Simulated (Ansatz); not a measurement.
## Mo(100) film, 1 layer, flat: channels in plane against thickness

Aim: the ballistic channels of flat films against thickness, first Mo(100) film, 1 layer, flat.

Program: Ansatz 0.2.0. Level of theory: Ansatz plane-wave DFT, PBE, PAW files; ballistic transport by layer matching (Landauer), zero bias; PAW set soft_1. Results are calculated unless marked as measured.

## (1) The structure

The cell holds 1 atom: 1 Mo. Its edges and angles: a = 11.000 Å, b = 3.147 Å, c = 3.147 Å, α = 90.0°, β = 90.0°, γ = 90.0°. It derives from Mo. Vacuum lies along a. The structure's axis is c.

## (2) With 1 layer

Vacuum lies along the first vector, which takes one k-point, and the current runs in the film's plane. One period is a perfect wire, so its channels are the result. Energies from -0.27 to 0.27 eV in steps of 0.036 eV cover the slope of the Fermi function at 300 K, so the program can form a conductance.

Input file input.yaml:

```yaml
crystal:
  lattice:
    - [11.0, 0.0, 0.0]
    - [0.0, 3.147, 0.0]
    - [0.0, 0.0, 3.147]
  atoms:
    - { symbol: Mo, position: [0.4090909091, 0.0, 0.0] }
kpoints:
  mp_grid: { grid: [1, 13, 13] }
hamiltonian:
  xc: pbe
  pseudopotentials: { kind: paw, azcp: { folder: soft_1 } }
scf:
  occupations: { method: fermi_dirac, width: 0.1 }
output:
  transmission:
    leads: [[0, 0]]
    kmesh: [1, 30]
    e_range: [-0.27, 0.27]
    de: 0.036
```

Run with:

```sh
> ansatz run input.yaml --threads 8 --pin off --max-ram 15360MiB --backend cpu --events-out ev --progress --plain --runs-dir out
```

Numbers of over 12 decimals in the logs are rounded to 6 here.

Log:

```text
Engine: ansatz 0.2.0, x86_64-unknown-linux-gnu
Pseudopotentials: kind: paw
Pseudopotential: Mo, paw, valence charge 14, recommended cutoff 420 eV (normal), soft_1/Mo.paw.azcp
Functional definition: PBE
  parameter kappa = 0.804
  parameter beta = 0.066725
  exchange = pbe_x(kappa = kappa, mu = beta*pi^2/3)
  correlation = pbe_c(beta = beta)
Crystal: 1 atoms, lattice volume = 108.940 Å³
Basis set: ecut = 420 eV, 2141 PW (Γ)
Bands: 11, of which v1, the nominal top of the filled ones, is band 7 counted from 1 (6 counted from 0)
Symmetry: 16 space group operations
Space group: P4/mmm (ITA 123), of the structure as read, at distance tolerance 4.8e-5 Å
k-points: 28 of 169
Non-local potential: Mo, projectors of the file, l = 0: 3, l = 1: 2, l = 2: 2, l = 3: 1
PAW form: soft (Blöchl's): semilocal exchange-correlation on the pseudo side does not see the compensation charge
PAW one-centre angular grid: Mo, 590 points (default); XC on 64 Gauss nodes
Initial density: superposition of atomic densities (neutral atoms: chi_scale 0, normalization atom)
Initial wavefunctions: pseudopotential atomic-orbital guess
Functional: x = pbe(κ = 0.804, μ = 0.219515), c = pbe(β = 0.066725)
SCF iter   1: F=—  HF=-4951.434526 eV  |F-HF|=—  |Δ(HF+E_count)|=         —  Δρ=3.62e-2  dr2=2.08e0  ethr=3.10e-3  ⟨swp⟩=4.9  Hψ=1683  notcnv=0
preconditioner: auto → LDOS  [metal: Δε(μ)=0.030 eV  Ē_g=2.851 eV  σ=0.100 eV  W_gap=0.07  n_scr=6 (ndim 8)  ℏωp=8.7 eV  f_vac=0.570  D(μ)=3.02/eV (n_scr^D=18)  β→1.0]
SCF iter   2: F=—  HF=-4950.863490 eV  |F-HF|=—  |Δ(HF+E_count)|=   5.71e-1  Δρ=1.28e-2  dr2=1.05e-1  ethr=3.10e-3  ⟨swp⟩=2.0  Hψ=813  notcnv=0
SCF iter   3: F=—  HF=-4950.939905 eV  |F-HF|=—  |Δ(HF+E_count)|=   7.64e-2  Δρ=7.75e-3  dr2=7.52e-2  ethr=7.53e-4  ⟨swp⟩=2.0  Hψ=624  notcnv=0
SCF iter   4: F=—  HF=-4950.924257 eV  |F-HF|=—  |Δ(HF+E_count)|=   1.56e-2  Δρ=2.15e-3  dr2=6.11e-3  ethr=5.37e-4  ⟨swp⟩=2.7  Hψ=608  notcnv=0
SCF iter   5: F=—  HF=-4950.923495 eV  |F-HF|=—  |Δ(HF+E_count)|=   7.63e-4  Δρ=5.18e-4  dr2=2.96e-4  ethr=4.37e-5  ⟨swp⟩=2.2  Hψ=500  notcnv=0
SCF iter   6: F=—  HF=-4950.923654 eV  |F-HF|=—  |Δ(HF+E_count)|=   1.59e-4  Δρ=1.53e-4  dr2=2.75e-5  ethr=2.11e-6  ⟨swp⟩=2.4  Hψ=459  notcnv=0
SCF iter   7: F=—  HF=-4950.923678 eV  |F-HF|=—  |Δ(HF+E_count)|=   2.45e-5  Δρ=2.80e-5  dr2=1.62e-6  ethr=1.96e-7  ⟨swp⟩=2.0  Hψ=398  notcnv=0
SCF iter   8: F=-4950.923678 eV  HF=-4950.923678 eV  |F-HF|=5.08e-8  |Δ(HF+E_count)|=   1.15e-8  Δρ=5.13e-6  dr2=4.21e-8  ethr=7.14e-10  ⟨swp⟩=1.8  Hψ=986  notcnv=0
SCF 1 converged in 8 iterations: F = -4950.923678 eV  dr2 = 4.21e-8
  greatest PAW one-centre occupation: 0.999 electrons in one spin orbital (limit 2), on the Mo atom at site 0 (counted from 0), in its partial waves of l = 0
transmission: 12 of 96 steps passed
transmission: 24 of 96 steps passed
[...]
transmission: 96 of 96 steps passed
SCF converged after 8 iterations
Free energy (F): -4950.923678 eV
Harris-Foulkes:  -4950.923678 eV  (|F-HF|=5.08e-8)
Internal energy: -4950.790209 eV  (E = F + TS)
E sigma→0 (E₀):  -4950.856944 eV
Entropy (-TS):   -0.133469 eV (-133.469 meV/atom)
Fermi energy:    -0.827913 eV
--- Per-component energies (eV) ---
  E_band       = -348.825420
  E_kinetic    = 410.535939
  E_local      = -3508.447092  (includes V_loc(G=0)·N_el)
  E_nonlocal   = 152.634654
  E_hartree    = 1482.890497
  E_xc         = -168.347220
  E_vxc        = -208.982316  (∫ρ·V_xc dr)
  E_paw        = -3212.482694  (= ΣΔE_a)
  E_vpaw       = -160.353929  (= ΣTr[D̂ρ^β])
  E_aug_tail   = 0.000049  (compensation charges beyond the density's cutoff)
  E_ewald      = -107.574341
  E_smearing   = -0.133469  (= −TS)
  E_closure    = -0.000000  (closes the sum)
  Σ components = -4950.923678   (vs F -4950.923678, Δ=0.00e0)
--- Band table (eV; the first three rows and the last of 28) ---
  k-point 0: bands = [... 3 lower, -35.6645, -3.9857, -2.4560, -1.3610, 0.1720, 0.1720, 0.5800, 1.0334]
  k-point 1: bands = [... 3 lower, -35.6634, -3.8682, -2.3858, -1.3246, -0.1792, 0.1823, 0.9416, 0.9508]
  k-point 2: bands = [... 3 lower, -35.6604, -3.5478, -2.1614, -1.2187, -0.6586, 0.2110, 0.7321, 1.4749]
  k-point 27: bands = [... 3 lower, -35.8679, -2.5676, -1.3482, -1.3285, -0.1907, 1.7496, 3.8917, 4.5040]
--- Transmission ---
  basis      : 311 plane waves across, 6 finite elements along
  points     : 16, standing for a mesh of 1 x 30
  filling    : by the input's occupations and mesh, since the crystals that have channels conduct as metals do. If one of these is a semiconductor, that mesh has misplaced its level
  energies   : 16 from -0.270000 to 0.270000 eV about the Fermi level, 0.036000 eV apart; the leads are filled to 0.000000 eV, and channels, transmission and decay are at 0.018000 eV
  crystal 0  : Mo1, at the sites [0, 0], period 3.1470 Å: whole cells are its period
    offset         : up to 0.0000 Å between an atom of the period and one for which it stands
    filled         : 8.3 meV under the level at which it is neutral
    channels       : 2.466667e0 a spin
    conductance    : 5.5422e14 S/m² at 300 K; may be off by some 0.0 % by where its bands' edges are placed, 10.2 % from the k-mesh, 0.1 % from the distance to neutral
```

Elapsed: 2.8 min, on 8 threads of Intel Xeon at 2.70GHz, shared host; peak memory 1.1 GiB.

In the SCF lines HF is the Harris–Foulkes energy and dr2 the Hartree energy of the density residual, in eV; the loop may stop once dr2 is under the threshold and the program's other checks hold. Hψ counts applications of the Hamiltonian.

This step gave:

```
free energy                                : -4950.9237 eV
energy at zero smearing                    : -4950.8569 eV
Fermi energy                               : -0.8279 eV
cell area                                  : 34.62 Å²
estimated errors of the lead's conductance : 0, 10.2, 0.1 % (band edges, k-mesh, distance from neutral)
lead conductance per cell                  : 2.476 G₀
```

Per spin. The open channels, zone mean, lead by energy, zero at the Fermi level:

| energy (eV) | open channels, zone mean, lead |
| --- | --- |
| -0.270 | 2.53 |
| -0.234 | 2.53 |
| -0.198 | 2.6 |
| -0.162 | 2.6 |
| -0.126 | 2.73 |
| -0.090 | 2.67 |
| -0.054 | 2.47 |
| -0.018 | 2.47 |
| 0.018 | 2.47 |
| 0.054 | 2.53 |
| 0.090 | 2.53 |
| 0.126 | 2.47 |
| 0.162 | 2.4 |
| 0.198 | 2.53 |
| 0.234 | 2.67 |
| 0.270 | 2.67 |

The program's largest error estimate for it is 10 %, from the k-mesh.

## (3) With 2 layers, thickness 3.147 A

The film grows to 2 layers.

System of this step: Mo(100) film, 2 layers, flat. The cell holds 2 atoms: 2 Mo. Its edges and angles: a = 12.573 Å, b = 3.147 Å, c = 3.147 Å, α = 90.0°, β = 90.0°, γ = 90.0°. It derives from Mo. Vacuum lies along a. The structure's axis is c.

input.yaml, the sections that differ from step 2:

```yaml
crystal:
  lattice:
    - [12.5735, 0.0, 0.0]
    - [0.0, 3.147, 0.0]
    - [0.0, 0.0, 3.147]
  atoms:
    - { symbol: Mo, position: [0.357895574, 0.0, 0.0] }
    - { symbol: Mo, position: [0.4830397264, 0.5, 0.5] }
# kpoints, hamiltonian, scf, output: as in step 2
```

Log:

```text
[...]
Crystal: 2 atoms, lattice volume = 124.523 Å³
Basis set: ecut = 420 eV, 2483 PW (Γ)
Bands: 18, of which v1, the nominal top of the filled ones, is band 14 counted from 1 (13 counted from 0)
Symmetry: 16 space group operations
[...]
k-points: 28 of 169
[...]
k-point 27: bands = [... 10 lower, 0.2696, 0.3073, 2.9561, 3.0326, 4.1766, 4.1882, 4.9115, 5.3174]
--- Transmission ---
  basis      : 353 plane waves across, 6 finite elements along
  points     : 16, standing for a mesh of 1 x 30
[...]
crystal 0  : Mo2, at the sites [0, 0], period 3.1470 Å: whole cells are its period
[...]
filled         : 13.1 meV over the level at which it is neutral
    channels       : 2.766667e0 a spin
[...]
[key lines of the parts left out:]
SCF converged after 8 iterations
Free energy (F): -9907.984579 eV
Fermi energy:    2.452559 eV
```

Wall time 3.7 min (8 threads); peak memory 1.5 GiB.

This step gave:

```
free energy                                : -9907.9846 eV
energy at zero smearing                    : -9907.9133 eV
Fermi energy                               : 2.453 eV
cell area                                  : 39.57 Å²
estimated errors of the lead's conductance : 0, 5.2, 0.5 % (band edges, k-mesh, distance from neutral)
lead conductance per cell                  : 2.743 G₀
```

Per spin. Open channels, zone mean, lead against energy, zero at the Fermi level:

```csv
energy (eV),"open channels, zone mean, lead"
-0.270,3.13
-0.234,2.8
-0.198,2.8
-0.162,2.67
-0.126,2.93
-0.090,2.93
-0.054,2.87
-0.018,2.63
0.018,2.77
0.054,2.7
0.090,2.7
0.126,2.57
0.162,2.57
0.198,2.37
0.234,2.23
0.270,2.1
```

The lead conductance per cell is 2.74 G₀, 11 % over the 2.48 G₀ of the last finished run, no more than the error estimates, leads' steps apart, of 10 and 5.2 % together.

## (4) With 3 layers, thickness 4.72 A

The film grows to 3 layers.

System of this step: Mo(100) film, 3 layers, flat. The cell holds 3 atoms: 3 Mo. Cell: a = 14.147 Å, b = 3.147 Å, c = 3.147 Å, α = 90.0°, β = 90.0°, γ = 90.0°. It derives from Mo. Vacuum lies along a. The structure's axis is c.

input.yaml, the sections that differ from step 3:

```yaml
crystal:
  lattice:
    - [14.147, 0.0, 0.0]
    - [0.0, 3.147, 0.0]
    - [0.0, 0.0, 3.147]
  atoms:
    - { symbol: Mo, position: [0.3180886407, 0.0, 0.0] }
    - { symbol: Mo, position: [0.4293136354, 0.5, 0.5] }
    - { symbol: Mo, position: [0.5405386301, 0.0, 0.0] }
# kpoints, hamiltonian, scf, output: as in step 3
```

Log:

```text
[...]
Crystal: 3 atoms, lattice volume = 140.106 Å³
Basis set: ecut = 420 eV, 2751 PW (Γ)
Bands: 26, of which v1, the nominal top of the filled ones, is band 21 counted from 1 (20 counted from 0)
Symmetry: 16 space group operations
[...]
k-points: 28 of 169
[...]
k-point 27: bands = [... 17 lower, 2.6760, 2.7026, 5.5006, 5.5433, 5.9016, 5.9358, 6.5403, 6.6891, ... 1 higher]
--- Transmission ---
  basis      : 397 plane waves across, 6 finite elements along
  points     : 16, standing for a mesh of 1 x 30
[...]
crystal 0  : Mo3, at the sites [0, 0], period 3.1470 Å: whole cells are its period
[...]
filled         : 4.3 meV under the level at which it is neutral
    channels       : 4.100000e0 a spin
[...]
[key lines of the parts left out:]
SCF converged after 10 iterations
Free energy (F): -14863.872012 eV
Fermi energy:    4.518279 eV
```

Elapsed: 5.6 min, on 8 threads; peak memory 1.9 GiB; 30 min of CPU time.

This step gave:

```yaml
free_energy: -14863.8720 eV
energy_at_zero_smearing: -14863.7849 eV
fermi_energy: 4.518 eV
cell_area: 44.52 Å²
estimated_errors_of_the_lead_s_conductance: 0, 5.3, 0.9 % (band edges, k-mesh, distance from neutral)
lead_conductance_per_cell: 3.832 G₀
```

Per spin. Table of open channels, zone mean, lead by energy, zero at the Fermi level:

```
energy (eV)  open channels, zone mean, lead
     -0.270                            1.83
     -0.234                            1.83
     -0.198                             2.1
     -0.162                            2.47
     -0.126                            3.07
     -0.090                               3
     -0.054                            3.47
     -0.018                            3.63
      0.018                             4.1
      0.054                            4.17
      0.090                            4.37
      0.126                            4.63
      0.162                            4.63
      0.198                            4.57
      0.234                             4.3
      0.270                            4.37
```

The lead conductance per cell is 3.83 G₀, 40 % over the 2.74 G₀ of the last finished run.

## (5) With 4 layers, thickness 6.294 A

The film grows to 4 layers.

System of this step: Mo(100) film, 4 layers, flat. The cell holds 4 atoms: 4 Mo. Cell: a = 15.720 Å, b = 3.147 Å, c = 3.147 Å, α = 90.0°, β = 90.0°, γ = 90.0°. It derives from Mo. Vacuum lies along a. The structure's axis is c.

input.yaml, the sections that differ from step 4:

```yaml
crystal:
  lattice:
    - [15.7205, 0.0, 0.0]
    - [0.0, 3.147, 0.0]
    - [0.0, 0.0, 3.147]
  atoms:
    - { symbol: Mo, position: [0.2862504373, 0.0, 0.0] }
    - { symbol: Mo, position: [0.3863426736, 0.5, 0.5] }
    - { symbol: Mo, position: [0.4864349098, 0.0, 0.0] }
    - { symbol: Mo, position: [0.5865271461, 0.5, 0.5] }
# kpoints, hamiltonian, scf, output: as in step 4
```

Log:

```text
[...]
Crystal: 4 atoms, lattice volume = 155.690 Å³
Basis set: ecut = 420 eV, 3077 PW (Γ)
Bands: 34, of which v1, the nominal top of the filled ones, is band 28 counted from 1 (27 counted from 0)
Symmetry: 16 space group operations
[...]
k-points: 28 of 169
[...]
k-point 27: bands = [... 24 lower, 5.1954, 5.2222, 7.7182, 7.7586, 7.8036, 7.8407, 8.3211, 8.4842, ... 2 higher]
--- Transmission ---
  basis      : 443 plane waves across, 6 finite elements along
  points     : 16, standing for a mesh of 1 x 30
[...]
crystal 0  : Mo4, at the sites [0, 0], period 3.1470 Å: whole cells are its period
[...]
filled         : 37.5 meV over the level at which it is neutral
    channels       : 3.100000e0 a spin
[...]
[key lines of the parts left out:]
SCF converged after 10 iterations
Free energy (F): -19819.988516 eV
Fermi energy:    6.202556 eV
```

It took 8.3 min on 8 threads; peak memory 2.4 GiB.

This step gave:

* free energy: -19819.9885 eV
* energy at zero smearing: -19819.8997 eV
* Fermi energy: 6.203 eV
* cell area: 49.47 Å²
* estimated errors of the lead's conductance: 0, 13.3, 12 % (band edges, k-mesh, distance from neutral)
* lead conductance per cell: 3.421 G₀

Per spin. The open channels, zone mean, lead by energy, zero at the Fermi level:

```
energy (eV)  open channels, zone mean, lead
     -0.270                            4.67
     -0.234                            5.07
     -0.198                            5.13
     -0.162                            4.63
     -0.126                             4.5
     -0.090                             4.3
     -0.054                            4.03
     -0.018                             3.9
      0.018                             3.1
      0.054                            2.63
      0.090                             2.4
      0.126                            2.73
      0.162                            2.93
      0.198                            3.07
      0.234                            3.67
      0.270                            3.87
```

The lead conductance per cell is 3.42 G₀, 11 % under the 3.83 G₀ of the last finished run, within the error estimates, leads' steps apart, of 5.3 and 13 %.

## (6) With 5 layers, thickness 7.867 A

The film grows to 5 layers.

System of this step: Mo(100) film, 5 layers, flat. The cell holds 5 atoms: 5 Mo. Its edges and angles: a = 17.294 Å, b = 3.147 Å, c = 3.147 Å, α = 90.0°, β = 90.0°, γ = 90.0°. It derives from Mo. Vacuum lies along a. The structure's axis is c.

input.yaml, the sections that differ from step 5:

```yaml
crystal:
  lattice:
    - [17.294, 0.0, 0.0]
    - [0.0, 3.147, 0.0]
    - [0.0, 0.0, 3.147]
  atoms:
    - { symbol: Mo, position: [0.2602058517, 0.0, 0.0] }
    - { symbol: Mo, position: [0.3511911646, 0.5, 0.5] }
    - { symbol: Mo, position: [0.4421764774, 0.0, 0.0] }
    - { symbol: Mo, position: [0.5331617902, 0.5, 0.5] }
    - { symbol: Mo, position: [0.624147103, 0.0, 0.0] }
# kpoints, hamiltonian, scf, output: as in step 5
```

Log:

```text
[...]
Crystal: 5 atoms, lattice volume = 171.273 Å³
Basis set: ecut = 420 eV, 3385 PW (Γ)
Bands: 42, of which v1, the nominal top of the filled ones, is band 35 counted from 1 (34 counted from 0)
Symmetry: 16 space group operations
[...]
k-points: 28 of 169
[...]
k-point 27: bands = [... 31 lower, 6.8962, 6.9183, 8.9961, 9.0732, 9.1968, 9.3033, 9.4786, 9.5073, ... 3 higher]
--- Transmission ---
  basis      : 479 plane waves across, 6 finite elements along
  points     : 16, standing for a mesh of 1 x 30
[...]
crystal 0  : Mo5, at the sites [0, 0], period 3.1470 Å: whole cells are its period
[...]
filled         : 16.0 meV over the level at which it is neutral
    channels       : 4.700000e0 a spin
[...]
[key lines of the parts left out:]
SCF converged after 11 iterations
Free energy (F): -24776.052680 eV
Fermi energy:    7.544340 eV
```

It took 12 min on 8 threads; peak memory 2.9 GiB; 70 min of CPU time.

Numbers from this step:

- free energy: -24776.0527 eV
- energy at zero smearing: -24775.9374 eV
- Fermi energy: 7.544 eV
- cell area: 54.42 Å²
- estimated errors of the lead's conductance: 0, 8.7, 0.6 % (band edges, k-mesh, distance from neutral)
- lead conductance per cell: 4.860 G₀

Per spin. The open channels, zone mean, lead by energy, zero at the Fermi level:

```
energy (eV)  open channels, zone mean, lead
     -0.270                            2.37
     -0.234                             2.5
     -0.198                            2.83
     -0.162                            3.43
     -0.126                             4.3
     -0.090                            3.57
     -0.054                            4.77
     -0.018                            5.03
      0.018                             4.7
      0.054                            4.87
      0.090                            4.93
      0.126                            4.73
      0.162                            4.07
      0.198                            3.93
      0.234                            4.13
      0.270                            4.07
```

The lead conductance per cell is 4.86 G₀, 42 % over the 3.42 G₀ of the last finished run.

## (7) The ladder

Times are for 8 threads of Intel Xeon at 2.70GHz, shared host. The runs compared:

```csv
no.,layers,lead conductance per cell (G₀),time,memory (GiB)
1,1,2.476,2.8 min,1.1
2,2,2.743,3.7 min,1.5
3,3,3.832,5.6 min,1.9
4,4,3.421,8.3 min,2.4
5,5,4.860,12 min,2.9
```

The runs together. The open channels, zone mean by energy, zero at the Fermi level:

| energy (eV) | 1 | 2 | 3 | 4 | 5 |
| --- | --- | --- | --- | --- | --- |
| -0.270 | 2.53 | 3.13 | 1.83 | 4.67 | 2.37 |
| -0.234 | 2.53 | 2.8 | 1.83 | 5.07 | 2.5 |
| -0.198 | 2.6 | 2.8 | 2.1 | 5.13 | 2.83 |
| -0.162 | 2.6 | 2.67 | 2.47 | 4.63 | 3.43 |
| -0.126 | 2.73 | 2.93 | 3.07 | 4.5 | 4.3 |
| -0.090 | 2.67 | 2.93 | 3 | 4.3 | 3.57 |
| -0.054 | 2.47 | 2.87 | 3.47 | 4.03 | 4.77 |
| -0.018 | 2.47 | 2.63 | 3.63 | 3.9 | 5.03 |
| 0.018 | 2.47 | 2.77 | 4.1 | 3.1 | 4.7 |
| 0.054 | 2.53 | 2.7 | 4.17 | 2.63 | 4.87 |
| 0.090 | 2.53 | 2.7 | 4.37 | 2.4 | 4.93 |
| 0.126 | 2.47 | 2.57 | 4.63 | 2.73 | 4.73 |
| 0.162 | 2.4 | 2.57 | 4.63 | 2.93 | 4.07 |
| 0.198 | 2.53 | 2.37 | 4.57 | 3.07 | 3.93 |
| 0.234 | 2.67 | 2.23 | 4.3 | 3.67 | 4.13 |
| 0.270 | 2.67 | 2.1 | 4.37 | 3.87 | 4.07 |

## (8) Results

```
conductance per cell, 1 layer  : 2.48 G₀
conductance per cell, 2 layers : 2.74 G₀
conductance per cell, 3 layers : 3.83 G₀
conductance per cell, 4 layers : 3.42 G₀
conductance per cell, 5 layers : 4.86 G₀
```

The conductance per cell width goes from 2.48 G0 at 1 to 4.86 G0 at 5 layers. Over the film's own cross-section (layers × spacing × width) the conductance runs from 3.9 to 1.5×10¹⁵ S/m²; that nominal section leaves out the charge that spills into the vacuum, which flatters the thinnest films. The gains from one thickness to the next are 0.27, 1.1, -0.41 and 1.4 G0 per added layer; they differ by more than the error estimates allow, as expected where subbands cross the Fermi level in steps. The film repeats perfectly along the current, so nothing scatters; its faces are clean and not relaxed. Very thin films of this metal can turn magnetic, which an unpolarised run can't show. The program's error estimates for the conductances, leads' steps apart, run from 5.2 to 13 %.

[Logs are printed without paths, hosts, clocks, repeated set-up lines and the standing remarks that a program may print on its own settings, such as how far it seeks lower states.]

[Hosts, paths, dates, database ids (printed as entryN), source tags and the programs' standing remarks are cut or masked in the printed files.]
